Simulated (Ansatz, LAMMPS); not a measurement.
# Relaxing amorphous 52In2O3-48Li2O (mol %) (125 atoms), part 2 of 2

How does amorphous 52In2O3-48Li2O (mol %) (125 atoms) relax, and what do bonds, charges and levels look like afterwards?

Ansatz 0.2.0; Kohn-Sham DFT, PBE, PAW (set soft_2), plane waves.

The cell: 32 In, 30 Li and 63 O. The quench rate of 300 K/ps is many orders above laboratory rates. The network of bonds at the start is that of the classical potential that made the cell. Only the Γ point is sampled, in a cell whose shortest periodic width is 11 Å.

So far. Step 4 (Cell and atoms relaxed): The relaxation changed the energy by -40.9 meV/atom, and atoms moved by 0.26 Å r.m.s., 1.2 Å at most.

### 6. Single point at the relaxed geometry

One more single point at the end of the walk gives the fuller output and checks the residual forces.

The input, input.yaml:

```yaml
crystal:
  lattice:
    - [11.20301, -0.12708, -0.08063]
    - [-0.12708, 11.7313, -0.10382]
    - [-0.08063, -0.10382, 11.42173]
  atoms:
    - { symbol: In, position: [0.241, 0.36223, 0.27578] }
    - { symbol: In, position: [0.12563, 0.89668, 0.80558] }
    - { symbol: In, position: [0.21953, 0.54508, 0.50164] }
    - { symbol: In, position: [0.8822, 0.93207, 0.01588] }
    - { symbol: In, position: [0.30465, 0.20374, 0.80948] }
    - { symbol: In, position: [0.15578, 0.73744, 0.00904] }
    - { symbol: In, position: [0.91627, 0.51651, 0.62337] }
    - { symbol: In, position: [0.61822, 0.92987, 0.56598] }
    - { symbol: In, position: [0.8629, 0.01659, 0.37908] }
    - { symbol: In, position: [0.11467, 0.03747, 0.15245] }
    - { symbol: In, position: [0.60579, 0.42804, 0.00195] }
    - { symbol: In, position: [0.92949, 0.26962, 0.16405] }
    - { symbol: In, position: [0.02812, 0.17181, 0.90323] }
    - { symbol: In, position: [0.03881, 0.7832, 0.48473] }
    - { symbol: In, position: [0.43831, 0.70695, 0.98196] }
    - { symbol: In, position: [0.65067, 0.21425, 0.28771] }
    - { symbol: In, position: [0.72887, 0.48702, 0.32042] }
    - { symbol: In, position: [0.8055, 0.25754, 0.57268] }
    - { symbol: In, position: [0.48129, 0.01006, 0.31883] }
    - { symbol: In, position: [0.70473, 0.79599, 0.32662] }
    - { symbol: In, position: [0.83127, 0.0373, 0.72589] }
    - { symbol: In, position: [0.05358, 0.56356, 0.22607] }
    - { symbol: In, position: [0.90463, 0.63994, 0.88499] }
    - { symbol: In, position: [0.57991, 0.15248, 0.80048] }
    - { symbol: In, position: [0.8339, 0.36765, 0.85174] }
    - { symbol: In, position: [0.34642, 0.87295, 0.60156] }
    - { symbol: In, position: [0.48436, 0.62688, 0.47807] }
    - { symbol: In, position: [0.32965, 0.45131, 0.99824] }
    - { symbol: In, position: [0.09925, 0.06663, 0.60604] }
    - { symbol: In, position: [0.40286, 0.57086, 0.7464] }
    - { symbol: In, position: [0.25913, 0.79461, 0.30185] }
    - { symbol: In, position: [0.6379, 0.84313, 0.83893] }
    [... 87 atom lines left out ...]
    - { symbol: O, position: [0.69513, 0.02532, 0.88845] }
    - { symbol: O, position: [0.79433, 0.8851, 0.1773] }
    - { symbol: O, position: [0.03898, 0.0055, 0.31565] }
    - { symbol: O, position: [0.89965, 0.4438, 0.23348] }
    - { symbol: O, position: [0.83927, 0.18473, 0.30091] }
    - { symbol: O, position: [0.67781, 0.98752, 0.39662] }
kpoints:
  mp_grid: { grid: [1, 1, 1] }
hamiltonian:
  xc: pbe
scf:
  occupations: { method: gaussian, width: 0.05 }
output:
  forces: true
  stress: true
  populations: true
  dos:
    method: { smearing: { sigma: 0.08 } }
    de: 0.1
    projected: { site_lists: { In: [In], Li: [Li], O: [O] } }
  eigenvalues: true
  write_density: true
  write_potential: true
  volumetric_format: npy
```

The run is started by

```console
$ ansatz run input.yaml --threads 4 --pin off --max-ram 8192MiB --backend cpu --events-out ev --progress --plain --runs-dir out
```

Wall time 51 s (4 threads of Arm Neoverse V1, shared host); peak memory 2.5 GiB; 3.3 min of CPU time.

The run gave:

| Property | Result |
| --- | --- |
| free energy | -221063.1471 eV |
| free energy per atom | -1768.5052 eV/atom |
| SCF cycles | 10 |
| pressure | -0.004004 GPa |
| r.m.s. force component | 0.00525 eV/Å |
| longest force | 0.03133 eV/Å |
| Fermi energy | 7.299 eV |
| gap (highest filled to lowest empty level) | 1.163 eV |
| spilling of the projection | 0.004638 |

Löwdin charges by element and coordination (they lack the spilled electrons, 0.033 e an atom on average):

```csv
element,coordination,atoms,mean charge (e),spread,least,most
In,all,32,1.06,0.0358,0.997,1.12
In,4,1,1.06,0,1.06,1.06
In,5,16,1.07,0.0293,0.999,1.11
In,6,15,1.05,0.0411,0.997,1.12
Li,all,30,0.794,0.01,0.774,0.808
Li,2,1,0.791,0,0.791,0.791
Li,3,11,0.799,0.0076,0.784,0.808
Li,4,17,0.790,0.0098,0.774,0.804
Li,5,1,0.803,0,0.803,0.803
O,all,63,-0.852,0.0719,-1.06,-0.724
O,3,2,-0.764,0.0091,-0.773,-0.755
O,4,32,-0.811,0.0508,-0.919,-0.724
O,5,26,-0.901,0.0624,-1.06,-0.780
O,6,3,-0.904,0.0281,-0.944,-0.883
```

States in the cell by windows of 1 eV, zero at the Fermi level; the larger projections on atomic orbitals stand beside the total:

```csv
from (eV),to (eV),total,O p,In p,In s,O s,In d
-18,-17,83.3,0.2,8.5,2.6,62.6,7.3
-17,-16,40.2,0.1,3.6,0.5,31.6,3.2
-16,-14,0.0,0.0,0.0,0.0,0.0,0.0
-14,-13,189.1,3.1,0.5,0.2,1.3,183.8
-13,-12,129.2,1.6,0.9,0.2,7.4,118.9
-12,-11,1.7,0.0,0.0,0.0,0.3,1.4
-11,-7,0.0,0.0,0.0,0.0,0.0,0.0
-7,-6,4.9,3.0,0.2,1.6,0.1,0.1
-6,-5,39.0,23.7,1.9,11.2,1.4,0.5
-5,-4,33.3,22.4,4.0,4.6,1.4,0.4
-4,-3,64.9,50.7,9.4,1.1,1.1,0.8
-3,-2,86.5,74.9,6.1,0.6,1.0,1.0
-2,-1,124.4,117.0,2.2,0.3,0.5,1.8
-1,0,25.0,24.0,0.2,0.0,0.0,0.4
0,1,2.0,0.3,0.0,0.6,0.5,0.0
1,2,0.0,0.0,0.0,0.0,0.0,0.0
2,3,11.6,4.0,1.5,3.4,1.6,0.0
3,4,19.5,6.4,3.0,7.0,1.9,0.0
4,5,26.0,7.6,4.2,10.7,1.7,0.0
```

The curve was stored every 0.10 eV, coarse against its broadening of 0.08 eV, so these counts are rough.

Between -26 and -18 eV lie 2 more states.

About 60 of the 884 electrons lie in deeper levels, below the stored range.

The levels nearest the highest filled one (over half full), pooled over k-points and spins:

```csv
level less the highest filled one (eV),occupation
-0.247,2
-0.242,2
-0.188,2
-0.139,2
-0.125,2
0,2
1.16,0
3.04,0
3.12,0
3.20,0
3.39,0
3.49,0
```

Valence density in the ac plane at fractional y = 0.368, with atoms of In and Li and O within 0.2 Å of it. It is the smooth field of the valence electrons, not physical close to the nuclei.

Ten steps, logarithmic in the rise over the least value, from '_' (0.02 × 1e0 e/Å³) to '@' (9.88 × 1e0 e/Å³), each cell a mean:
```
++::..__..--==++==------::........--==++++--::........::--++****
::..__..::++####**==::::..::::::::::::------::::::--======--====
..____..::++**##++--......::====--::....::::::::==##%%%%##==::..
________..--====--..____..::====--::..____....::++%%@@@@%%==::..
..__..==**==......________..::::::..________..::--**%%##**--....
____::**%%**::______________....::++**--....--======----::..____
______--++--......______________==%%%%++..--++####++--..________
____________........__....______..====::..--**%%%%**--..________
::..________........::**##==____________..::==++++==::....::----
++--..______________==%%%%++______________....::::::::..::==**##
##==::____________..::--==..______________............::--**%%%%
**--..________..::--====--..__________..::------::......--++####
::..__________::==##%%##++::..++**==..::==****++--..____..::----
..__......__..::==##%%%%**----##@@**..::==**##**==..______..::::
__....::......::--++**++--::..==++--__..--==++==::..______..--::
____..::::::==++++==--::..______________..::::::..______________
______..::==##@@@@##==::________________..........____........__
________::==%%@@@@##==::..__________..::----::....__..::----::..
..______..--++####++--::::::..::::..--++####++--..__..::--==--::
..________..::--------++++==::::....--##%%@@##==..__..::------::
..__________......::==****++--..__..--++####++--..____..::::::..
..______________..::--++++==::..__..::--====::..________....::::
--..__________....::------::..__..::--====::..__________..--====
++--..____....::::------::..____..--++**++==::________..::++**##
```
Columns run along a (11.2 Å), rows up along c (11.4 Å). Atoms in or near the plane, at fractional coordinates: In at (0.24, 0.28), In at (0.83, 0.85), Li at (0.50, 0.43), Li at (0.56, 0.73), Li at (0.13, 0.77), Li at (0.37, 0.61), O at (0.97, 0.55), O at (0.32, 0.44), O at (0.65, 0.18).

Electrostatic potential energy in the ac plane at fractional y = 0.368, with atoms of In and Li and O within 0.2 Å of it. With pseudopotentials it is smooth inside the atoms' cores, unlike the true potential.

Values in eV, 13 rows by 16 columns, each cell a mean:
```
  8  10   9  -8   1   2   7  10   5  -8  -3   8   5   0   4  -4
 11  10   8  -8   6  11  12   8  10  10  10   7 -17 -30 -16   8
 11  -1 -10   8  12  12  12  11   7   5  10   9  -9 -22  -8   9
 11   1  -5   8  12  11  10   9 -10 -14   8  -8  -9   8   9  12
 12  10   9  11  10  -4  -7   8   7   6  10  -3  -4   9  11  10
 -3   8   6  10  10  -4  -7   8  11  11  10  10   8   7   2 -25
  7  10   8  11   3 -11   7   3   0  10   6   1  10  10   8  -5
  9  12  11  10  -5 -21   5  -7 -16   8  -1  -9  11  11   6  -2
 10  11   5 -15 -16   4  10   8   7  10  10   8   9  11   9   6
 11  10  -3 -29 -29  -2   9   6   6  10   6   9  10  11   9   9
  9  11   8  -2  -1   4   5   5   4  -2 -29  -2  12  10   5   5
 10  11  11  10  10   3   2  10   9   5  -3   9  12  10   8   8
  8  11  11  10   5   0   6   9   3 -15  -8   8  11  11   9  -6
```
Columns run along a (11.2 Å; values clipped at the 3rd and 97th percentile), rows up along c (11.4 Å). Atoms in or near the plane, at fractional coordinates: In at (0.24, 0.28), In at (0.83, 0.85), Li at (0.50, 0.43), Li at (0.56, 0.73), Li at (0.13, 0.77), Li at (0.37, 0.61), O at (0.97, 0.55), O at (0.32, 0.44), O at (0.65, 0.18).

Mean Löwdin charges: In +1.06, Li +0.79, O -0.85 e (they miss 0.46 % of the electrons, so they add up to more than the cell's charge).

Local excerpt of 13 atoms (numbers count through the whole input) about Li44, which has 2 bonded neighbours where the commonest count for Li is 4; x, y, z are measured from there.

```csv
atom,x,y,z,distance (Å),bonds,Löwdin charge (e)
Li44,0.00,0.00,0.00,0.00,2,0.79
O79,-1.79,0.66,0.05,1.91,4,-0.92
O104,0.62,-1.69,-0.82,1.98,5,-1.06
O68,0.05,-1.18,2.18,2.47,4,-0.78
O86,2.23,0.83,-1.20,2.67,5,-0.96
Li41,0.05,0.95,2.52,2.69,4,0.78
Li42,-0.69,-1.54,-2.11,2.71,3,0.80
O106,1.31,1.97,1.40,2.75,5,-0.93
O75,-0.18,1.93,-2.03,2.80,4,-0.83
Li49,2.35,-1.08,-1.13,2.82,3,0.78
In29,-0.27,-2.74,0.71,2.85,5,1.06
Li53,-1.91,1.39,-1.66,2.89,3,0.81
Li54,2.74,0.85,0.66,2.94,4,0.78
```

The column of bonds counts only the pairs O-In within 2.62 Å, O-Li within 2.38 Å; other neighbours, such as metal atoms beside each other in a compound, aren't counted, and periodic images can show an atom twice.

### 7. Changed: hamiltonian.dispersion = "d4"

Changed here: hamiltonian.dispersion = "d4".

This step: Kohn-Sham DFT, PBE+D4, PAW (set soft_2), plane waves (Ansatz 0.2.0).

The input, input.yaml:

```yaml
crystal:
  lattice:
    - [11.34759, 0.0, 0.0]
    - [0.0, 11.34759, 0.0]
    - [0.0, 0.0, 11.34759]
  atoms:
    [... the 125 atom lines of step 3 ...]
kpoints:
  mp_grid: { grid: [1, 1, 1] }
hamiltonian:
  xc: pbe
  dispersion: d4
scf:
  occupations: { method: gaussian, width: 0.05 }
output:
  forces: true
  stress: true
  populations: true
  dos:
    method: { smearing: { sigma: 0.15 } }
    de: 0.1
    projected: { site_lists: { In: [In], Li: [Li], O: [O] } }
  eigenvalues: true
```

Wall time 45 s (4 threads); peak memory 2.5 GiB; 2.9 min of CPU time.

Geometry and reference: those of the single point at the start.

Forces differ from those of the single point at the start by 6.9 meV/Å r.m.s., 1.5 % of their size; the pressure by -2.6 GPa. It took 1.0 times the reference's time (shared host, so rough).

### 8. What came out

```
energy change in the relaxation                  : -40.88 meV/atom
r.m.s. displacement                              : 0.257 Å
largest displacement                             : 1.221 Å
free energy per atom                             : -1768.5052 eV/atom
pressure                                         : -0.004004 GPa
r.m.s. force component                           : 0.00525 eV/Å
gap (highest filled to lowest empty level) : 1.163 eV
wall time of the 4 DFT runs                      : 17 min
```

What this shows: Relaxation lowers the energy by 40.9 meV/atom and moves atoms by 0.26 Å r.m.s.; the r.m.s. force component goes from 0.45 to 0.0053 eV/Å, the pressure goes from 3.4 to -0.0040 GPa. Displacements are taken in the final cell, so they leave out its strain. By the final cutoffs 18 of 290 bonded pairs parted and 10 joined. The cell grew by 2.7 % in volume. From the first step to the last the energy fell by 5.110 eV, across changes of basis, and the largest move was 1.22 Å (Li42). The O-Li bonds change most in mean length: from 2.086 Å (spread 0.089) to 2.005 Å (spread 0.107), and their number from 114 to 108. Counting bonds as in the table, 50 % of In atoms have 5, 57 % of Li atoms have 4 and 51 % of O atoms have 4 bonded neighbours. The highest filled and lowest empty levels differ by 1.16 eV (at Γ alone); a semilocal functional tends to put such gaps too low. In a disordered cell it changes from sample to sample, and tail or defect levels can set it.

What to keep in mind: The network of bonds at the start is that of the classical potential that made the cell; in DFT 18 of its 290 bonded pairs passed out of the cutoffs and 10 came within them.

[Logs are printed without paths, hosts, clocks, repeated set-up lines and the standing remarks that a program may print on its own settings, such as how far it seeks lower states.]

[Hosts, paths, dates, database ids (printed as entryN), source tags and the programs' standing remarks are cut or masked in the printed files.]
